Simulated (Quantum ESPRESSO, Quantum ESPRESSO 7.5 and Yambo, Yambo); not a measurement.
# SiH2C (chair-type functionalised monolayer): G0W0 with Yambo, start to end

Wanted: ground state, empty states, screening and self-energy for SiH2C (chair-type functionalised monolayer).

Program: Quantum ESPRESSO 7.5 and Yambo 5.3.0. Level of theory: PBE and many-body steps on it, plane waves. Results are calculated unless marked as measured.

## (1) The structure

The cell holds 4 atoms: 1 C, 1 Si and 2 H. Cell: a = 3.123 Å, b = 3.123 Å, c = 15.000 Å, α = 90.0°, β = 90.0°, γ = 120.0°. Vacuum lies along c.

As a file:

```cif
data_structure
_symmetry_space_group_name_H-M 'P 1'
_symmetry_Int_Tables_number 1
_cell_length_a 3.1234
_cell_length_b 3.1234
_cell_length_c 15.0000
_cell_angle_alpha 90.000
_cell_angle_beta 90.000
_cell_angle_gamma 120.000
_cell_volume 126.73
loop_
_atom_site_label
_atom_site_type_symbol
_atom_site_fract_x
_atom_site_fract_y
_atom_site_fract_z
_atom_site_occupancy
C1 C 0.33333 0.66667 0.53155 1
Si2 Si 0.66667 0.33333 0.49333 1
H3 H 0.33333 0.66667 0.60526 1
H4 H 0.66667 0.33333 0.39350 1
```

The structure was relaxed with PBE. The runs that relaxed it are not among those shown.

## (2) Ground state

This step: Quantum ESPRESSO 7.5; DFT, PBE, plane waves, norm-conserving pseudopotentials.

The ground-state density comes first.

pw.in reads:

```
&control
  calculation = 'scf'
  prefix = 'x'
  outdir = 'o'
  pseudo_dir = 'pseudo'
/
&system
  ibrav = 0
  nat = 4
  ntyp = 3
  ecutwfc = 74.0
  nbnd = 11
  force_symmorphic = .true.
/
&electrons
  conv_thr = 1e-10
  electron_maxstep = 80
  mixing_beta = 0.5
/
ATOMIC_SPECIES
  C 12.011 C.upf
  Si 28.085 Si.upf
  H 1.008 H.upf
CELL_PARAMETERS angstrom
  3.1234134177 0.0000000001 0.0000000000
  -1.5617067089 2.7049553662 0.0000000000
  0.0000000000 0.0000000000 15.0000000000
ATOMIC_POSITIONS crystal
  C 0.3333333333 0.6666666667 0.5315532465
  Si 0.6666666667 0.3333333333 0.4933255844
  H 0.3333333333 0.6666666667 0.6052554017
  H 0.6666666667 0.3333333333 0.3934991007
K_POINTS automatic
  12 12 1 0 0 0
```

Started as:

```sh
$ OMP_NUM_THREADS=1 mpirun -n 4 pw.x -nk 4 -in pw.in > pw.out
```

Output:

```text
Program PWSCF v.7.5 starts

     This program is part of the open-source Quantum ESPRESSO suite
     for quantum simulation of materials; please cite
         "P. Giannozzi et al., J. Phys.:Condens. Matter 21 395502 (2009);
         "P. Giannozzi et al., J. Phys.:Condens. Matter 29 465901 (2017);
         "P. Giannozzi et al., J. Chem. Phys. 152 154105 (2020);
     in publications or presentations arising from this work. More details at
     Message from routine setup:
     using ibrav=0 with symmetry is DISCOURAGED, use correct ibrav instead

     G-vector sticks info

     bravais-lattice index     =            0
     lattice parameter (alat)  =       5.9024  a.u.
     unit-cell volume          =     855.2192 (a.u.)^3
     number of atoms/cell      =            4
     number of atomic types    =            3
     number of electrons       =        10.00
     number of Kohn-Sham states=           11
     kinetic-energy cutoff     =      74.0000  Ry
     charge density cutoff     =     296.0000  Ry
     scf convergence threshold =      1.0E-10
     mixing beta               =       0.5000
     number of iterations used =            8  plain     mixing
     Exchange-correlation= PBE
                           (   1   4   3   4   0   0   0)

     celldm(1)=   5.902396  celldm(2)=   0.000000  celldm(3)=   0.000000
     celldm(4)=   0.000000  celldm(5)=   0.000000  celldm(6)=   0.000000

     crystal axes: (cart. coord. in units of alat)
               a(1) = (   1.000000   0.000000   0.000000 )
               a(2) = (  -0.500000   0.866025   0.000000 )
               a(3) = (   0.000000   0.000000   4.802438 )

     reciprocal axes: (cart. coord. in units 2 pi/alat)
               b(1) = (  1.000000  0.577350 -0.000000 )
               b(2) = ( -0.000000  1.154701  0.000000 )
               b(3) = (  0.000000 -0.000000  0.208228 )
     Pseudo is Norm-conserving + core correction, Zval =  4.0
     Generated using ONCVPSP code by D. R. Hamann
     Using radial grid of 1248 points,  4 beta functions with:
     Pseudo is Norm-conserving + core correction, Zval =  4.0
     Generated using ONCVPSP code by D. R. Hamann
     Using radial grid of 1510 points,  6 beta functions with:
     Pseudo is Norm-conserving, Zval =  1.0
     Generated using ONCVPSP code by D. R. Hamann
     Using radial grid of 1166 points,  3 beta functions with:
     C                 4.00    12.01100     C ( 1.00)
     Si                4.00    28.08500     Si( 1.00)
     H                 1.00     1.00800     H ( 1.00)

      6 Sym. Ops. (no inversion) found

   Cartesian axes

     site n.     atom                  positions (alat units)
         1        C      tau(   1) = (  -0.0000000   0.5773503   2.5527516  )
         2        Si     tau(   2) = (   0.5000000   0.2886751   2.3691656  )
         3        H      tau(   3) = (  -0.0000000   0.5773503   2.9067017  )
         4        H      tau(   4) = (   0.5000000   0.2886751   1.8897551  )

     number of k points=    19
                       cart. coord. in units 2pi/alat
        k(    1) = (   0.0000000   0.0000000   0.0000000), wk =   0.0138889
        k(    2) = (  -0.0000000   0.0962250   0.0000000), wk =   0.0833333
        k(    3) = (  -0.0000000   0.1924501   0.0000000), wk =   0.0833333
        k(    4) = (  -0.0000000   0.2886751   0.0000000), wk =   0.0833333
        k(    5) = (  -0.0000000   0.3849002   0.0000000), wk =   0.0833333
        k(    6) = (  -0.0000000   0.4811252   0.0000000), wk =   0.0833333
        k(    7) = (   0.0000000  -0.5773503   0.0000000), wk =   0.0416667
        k(    8) = (   0.0833333   0.1443376   0.0000000), wk =   0.0833333
        k(    9) = (   0.0833333   0.2405626   0.0000000), wk =   0.1666667
        k(   10) = (   0.0833333   0.3367877   0.0000000), wk =   0.1666667
     [... 7 further rows ...]
        k(   18) = (   0.2500000   0.5292377   0.0000000), wk =   0.1666667
        k(   19) = (   0.3333333   0.5773503   0.0000000), wk =   0.0277778

     Dense  grid:    73325 G-vectors     FFT dimensions: (  36,  36, 160)

     Initial potential from superposition of free atoms

     starting charge       9.9993, renormalised to      10.0000
     Starting wfcs are   10 randomized atomic wfcs +    1 random wfcs

     per-process dynamical memory:    56.5 Mb

     Self-consistent Calculation

     iteration #  1     ecut=    74.00 Ry     beta= 0.50

     total energy              =     -22.74682311 Ry
     estimated scf accuracy    <       0.61043600 Ry

     iteration #  2     ecut=    74.00 Ry     beta= 0.50

     total energy              =     -22.87144719 Ry
     estimated scf accuracy    <       0.06393249 Ry

     iteration #  3     ecut=    74.00 Ry     beta= 0.50

     total energy              =     -22.87971665 Ry
     estimated scf accuracy    <       0.00965452 Ry

     iteration #  4     ecut=    74.00 Ry     beta= 0.50

     total energy              =     -22.88068088 Ry
     estimated scf accuracy    <       0.00201282 Ry

     iteration #  5     ecut=    74.00 Ry     beta= 0.50

     total energy              =     -22.88101615 Ry
     estimated scf accuracy    <       0.00007081 Ry

     iteration #  6     ecut=    74.00 Ry     beta= 0.50

     total energy              =     -22.88102801 Ry
     estimated scf accuracy    <       0.00000574 Ry

     iteration #  7     ecut=    74.00 Ry     beta= 0.50

     total energy              =     -22.88102894 Ry
     estimated scf accuracy    <       0.00000103 Ry

     iteration #  8     ecut=    74.00 Ry     beta= 0.50

     total energy              =     -22.88102918 Ry
     estimated scf accuracy    <       0.00000015 Ry

     iteration #  9     ecut=    74.00 Ry     beta= 0.50

     total energy              =     -22.88102919 Ry
     estimated scf accuracy    <          7.9E-09 Ry

     iteration # 10     ecut=    74.00 Ry     beta= 0.50

     total energy              =     -22.88102920 Ry
     estimated scf accuracy    <          1.2E-09 Ry

     iteration # 11     ecut=    74.00 Ry     beta= 0.50

     End of self-consistent calculation

          k = 0.0000 0.0000 0.0000 (  9065 PWs)   bands (ev):

   -16.1288  -9.7597  -5.1103  -2.7567  -2.7567   1.2924   2.4614   2.9677
     3.6017   4.4914   5.2774

          k =-0.0000 0.0962 0.0000 (  9126 PWs)   bands (ev):

   -16.0232  -9.6827  -5.0787  -3.3131  -2.9020   1.4193   2.5861   3.3240
     3.6819   4.6150   5.0296

          k =-0.0000 0.1925 0.0000 (  9156 PWs)   bands (ev):

   -15.7119  -9.4699  -5.0528  -4.4982  -3.2586   1.7679   2.9252   3.3152
     3.9715   4.9788   5.3216

          k =-0.0000 0.2887 0.0000 (  9194 PWs)   bands (ev):

     [... further k-points ...]

     highest occupied, lowest unoccupied level (ev):    -2.7567    1.2924

!    total energy              =     -22.88102920 Ry
     estimated scf accuracy    <          1.6E-11 Ry

     The total energy is the sum of the following terms:
     one-electron contribution =    -122.28704374 Ry
     hartree contribution      =      63.14427442 Ry
     xc contribution           =      -8.87393027 Ry
     ewald contribution        =      45.13567039 Ry

     convergence has been achieved in  11 iterations

     XML data file, charge density, pseudopotentials, collected wavefunctions

=------------------------------------------------------------------------------=
   JOB DONE.
=------------------------------------------------------------------------------=
```

The job ended after 9.2 s (4 MPI ranks of Arm Neoverse V2, shared host; peak memory 0.39 GiB).

This step gave:

```yaml
total_energy: -311.3123 eV
gap: 4.049 eV
k_of_the_valence_top: 0, 0, 0
k_of_the_conduction_bottom: 0, 0, 0
least_direct_gap: 4.049 eV
```

The gap is direct, at Γ.

## (3) Bands along the symmetry lines

Levels along a band path, at the cheap level, show where the edges lie and whether the meshes to come will hold them.

pw.in reads:

```
&control
  calculation = 'bands'
  prefix = 'x'
  outdir = 'o'
  pseudo_dir = 'pseudo'
/
&system
  ibrav = 0
  nat = 4
  ntyp = 3
  ecutwfc = 74.0
  nbnd = 11
  force_symmorphic = .true.
/
&electrons
  conv_thr = 1e-9
  electron_maxstep = 80
  diago_full_acc = .true.
  diago_thr_init = 5e-6
/
ATOMIC_SPECIES
  C 12.011 C.upf
  Si 28.085 Si.upf
  H 1.008 H.upf
CELL_PARAMETERS angstrom
  3.1234134177 0.0000000001 0.0000000000
  -1.5617067089 2.7049553662 0.0000000000
  0.0000000000 0.0000000000 15.0000000000
ATOMIC_POSITIONS crystal
  C 0.3333333333 0.6666666667 0.5315532465
  Si 0.6666666667 0.3333333333 0.4933255844
  H 0.3333333333 0.6666666667 0.6052554017
  H 0.6666666667 0.3333333333 0.3934991007
K_POINTS crystal
  25
  0.00000000 0.00000000 0.00000000 1
  0.06250000 0.00000000 0.00000000 1
  0.12500000 0.00000000 0.00000000 1
  0.18750000 0.00000000 0.00000000 1
  0.25000000 0.00000000 0.00000000 1
  0.31250000 0.00000000 0.00000000 1
  0.37500000 0.00000000 0.00000000 1
  0.43750000 0.00000000 0.00000000 1
  0.50000000 0.00000000 0.00000000 1
  0.47916667 0.04166667 0.00000000 1
  0.45833333 0.08333333 0.00000000 1
  0.43750000 0.12500000 0.00000000 1
  0.41666666 0.16666666 0.00000000 1
  0.39583333 0.20833333 0.00000000 1
  0.37500000 0.25000000 0.00000000 1
  0.35416666 0.29166666 0.00000000 1
  0.33333333 0.33333333 0.00000000 1
  0.29166666 0.29166666 0.00000000 1
  0.25000000 0.25000000 0.00000000 1
  0.20833333 0.20833333 0.00000000 1
  0.16666666 0.16666666 0.00000000 1
  0.12500000 0.12500000 0.00000000 1
  0.08333333 0.08333333 0.00000000 1
  0.04166667 0.04166667 0.00000000 1
  0.00000000 0.00000000 0.00000000 1
```

Output:

```text
[banner, memory and clock lines left out]
Program PWSCF v.7.5 starts

     Atomic positions and unit cell read from directory:
     o/x.save/

     Message from routine setup:
     using ibrav=0 with symmetry is DISCOURAGED, use correct ibrav instead

     G-vector sticks info

     bravais-lattice index     =            0
     lattice parameter (alat)  =       5.9024  a.u.
     unit-cell volume          =     855.2192 (a.u.)^3
     number of atoms/cell      =            4
     number of atomic types    =            3
     number of electrons       =        10.00
     number of Kohn-Sham states=           11
     kinetic-energy cutoff     =      74.0000  Ry
     charge density cutoff     =     296.0000  Ry
     Exchange-correlation= PBE
                           (   1   4   3   4   0   0   0)

     celldm(1)=   5.902396  celldm(2)=   0.000000  celldm(3)=   0.000000
     celldm(4)=   0.000000  celldm(5)=   0.000000  celldm(6)=   0.000000

     crystal axes: (cart. coord. in units of alat)
               a(1) = (   1.000000   0.000000   0.000000 )
               a(2) = (  -0.500000   0.866025   0.000000 )
               a(3) = (   0.000000   0.000000   4.802438 )

     reciprocal axes: (cart. coord. in units 2 pi/alat)
               b(1) = (  1.000000  0.577350 -0.000000 )
               b(2) = ( -0.000000  1.154701  0.000000 )
               b(3) = (  0.000000 -0.000000  0.208228 )
     Pseudo is Norm-conserving + core correction, Zval =  4.0
     Generated using ONCVPSP code by D. R. Hamann
     Using radial grid of 1248 points,  4 beta functions with:
     Pseudo is Norm-conserving + core correction, Zval =  4.0
     Generated using ONCVPSP code by D. R. Hamann
     Using radial grid of 1510 points,  6 beta functions with:
     Pseudo is Norm-conserving, Zval =  1.0
     Generated using ONCVPSP code by D. R. Hamann
     Using radial grid of 1166 points,  3 beta functions with:
     C                 4.00    12.01100     C ( 1.00)
     Si                4.00    28.08500     Si( 1.00)
     H                 1.00     1.00800     H ( 1.00)

      6 Sym. Ops. (no inversion) found

   Cartesian axes

     site n.     atom                  positions (alat units)
         1        C      tau(   1) = (  -0.0000000   0.5773503   2.5527516  )
         2        Si     tau(   2) = (   0.5000000   0.2886751   2.3691656  )
         3        H      tau(   3) = (  -0.0000000   0.5773503   2.9067017  )
         4        H      tau(   4) = (   0.5000000   0.2886751   1.8897551  )

     number of k points=    25
                       cart. coord. in units 2pi/alat
        k(    1) = (   0.0000000   0.0000000   0.0000000), wk =   0.0800000
        k(    2) = (   0.0625000   0.0360844   0.0000000), wk =   0.0800000
        k(    3) = (   0.1250000   0.0721688   0.0000000), wk =   0.0800000
[...]
[... 13 further rows ...]
        k(   24) = (   0.0416667   0.0721688   0.0000000), wk =   0.0800000
        k(   25) = (   0.0000000   0.0000000   0.0000000), wk =   0.0800000

     Dense  grid:    73325 G-vectors     FFT dimensions: (  36,  36, 160)

     The potential is recalculated from file :
     o/x.save/charge-density

     Starting wfcs are   10 randomized atomic wfcs +    1 random wfcs

     Band Structure Calculation

     End of band structure calculation

          k = 0.0000 0.0000 0.0000 (  9065 PWs)   bands (ev):

   -16.1287  -9.7596  -5.1103  -2.7567  -2.7567   1.2924   2.4614   2.9677
     3.6017   4.4915   5.2774

          k = 0.0625 0.0361 0.0000 (  9128 PWs)   bands (ev):

   -16.0692  -9.7160  -5.0918  -3.0834  -2.8403   1.3646   2.5320   3.1951
     3.6469   4.5619   5.1077

          k = 0.1250 0.0722 0.0000 (  9140 PWs)   bands (ev):

   -15.8924  -9.5904  -5.0492  -3.8817  -3.0632   1.5700   2.7363   3.4546
     3.8022   4.7609   5.0305

[...]
k = 0.0417 0.0722 0.0000 (  9124 PWs)   bands (ev):

   -16.0494  -9.7016  -5.0860  -3.1795  -2.8725   1.3883   2.5553   3.2620
     3.6607   4.5847   5.0499

          k = 0.0000 0.0000 0.0000 (  9065 PWs)   bands (ev):

   -16.1287  -9.7596  -5.1103  -2.7567  -2.7567   1.2924   2.4614   2.9677
     3.6017   4.4915   5.2774

     XML data file, pseudopotentials, collected wavefunctions
```

Run time: 5.5 s. Hardware: 4 MPI ranks; peak memory 0.31 GiB.

This step gave:

| Quantity | Value |
| --- | --- |
| gap | 4.049 eV |
| k of the valence top | 0, 0, 0 |
| k of the conduction bottom | 0, 0, 0 |
| least direct gap | 4.049 eV |

The gap is 4.049 eV, as in the run before at this level.

The electronic bands at the labelled points (eV, zero at the top of the highest filled band; v1 is the highest filled band, c1 the lowest empty one):

| point | v4 | v3 | v2 | v1 | c1 | c2 | c3 | c4 |
| --- | --- | --- | --- | --- | --- | --- | --- | --- |
| Γ | -7.00 | -2.35 | 0.00 | 0.00 | 4.05 | 5.22 | 5.72 | 6.36 |
| halfway | -6.44 | -3.25 | -2.07 | -0.92 | 4.88 | 5.55 | 6.26 | 7.13 |
| M | -7.18 | -4.43 | -2.24 | -1.60 | 4.09 | 6.14 | 7.03 | 8.53 |
| halfway | -6.96 | -4.30 | -3.07 | -2.11 | 4.97 | 7.21 | 7.48 | 7.84 |
| K | -6.70 | -4.47 | -3.89 | -2.15 | 5.29 | 7.27 | 7.30 | 9.61 |
| halfway | -6.33 | -3.45 | -2.26 | -1.63 | 5.33 | 6.22 | 6.47 | 7.31 |
| Γ | -7.00 | -2.35 | 0.00 | 0.00 | 4.05 | 5.22 | 5.72 | 6.36 |

The electronic bands as a text plot (rows in eV, shown from -8.0 to 7.2 only):

```
    6.9 |+     +++++++++++++++++++++  +++  +++   +++   +++      +
    6.3 |++++++++++++  ++++++++++             +++++++++++++++++++
    5.7 |++++++++++++++                    +++++++++   ++++++   +
    5.0 |++++     +++            ++++++++++         ++++++   ++++
    4.4 | ++++++++   ++++++++++++                         ++++++
    3.8 |+                                                      +
    3.1 |
    2.5 |
    1.8 |
    1.2 |
    0.6 |
   -0.1 |******                                              ****
   -0.7 |      ******                                     ******
   -1.3 |    **      *********                      *********
   -2.0 |      **********************************************
   -2.6 |*********              ***              ***   ***   ****
   -3.2 |         ***              ***              ***
   -3.9 |            **               **************
   -4.5 |              ***********************
   -5.1 |
   -5.8 |
   -6.4 |      ***********             *******************
   -7.0 |******           *************                   *******
   -7.7 |
         Γ                   M           K                      Γ
```

(Part 1 of 3 ends here.)

[Paths, hosts, dates, memory and timing lines, banners, echoed tables and standing remarks are left out of the program output.]

[Logs are printed without paths, hosts, clocks, repeated set-up lines and the standing remarks that a program may print on its own settings, such as how far it seeks lower states.]

[Runs of the session that timed out or met a known fault of the program may be left out.]

[Hosts, paths, dates, database ids (printed as entryN), source tags and the programs' standing remarks are cut or masked in the printed files.]
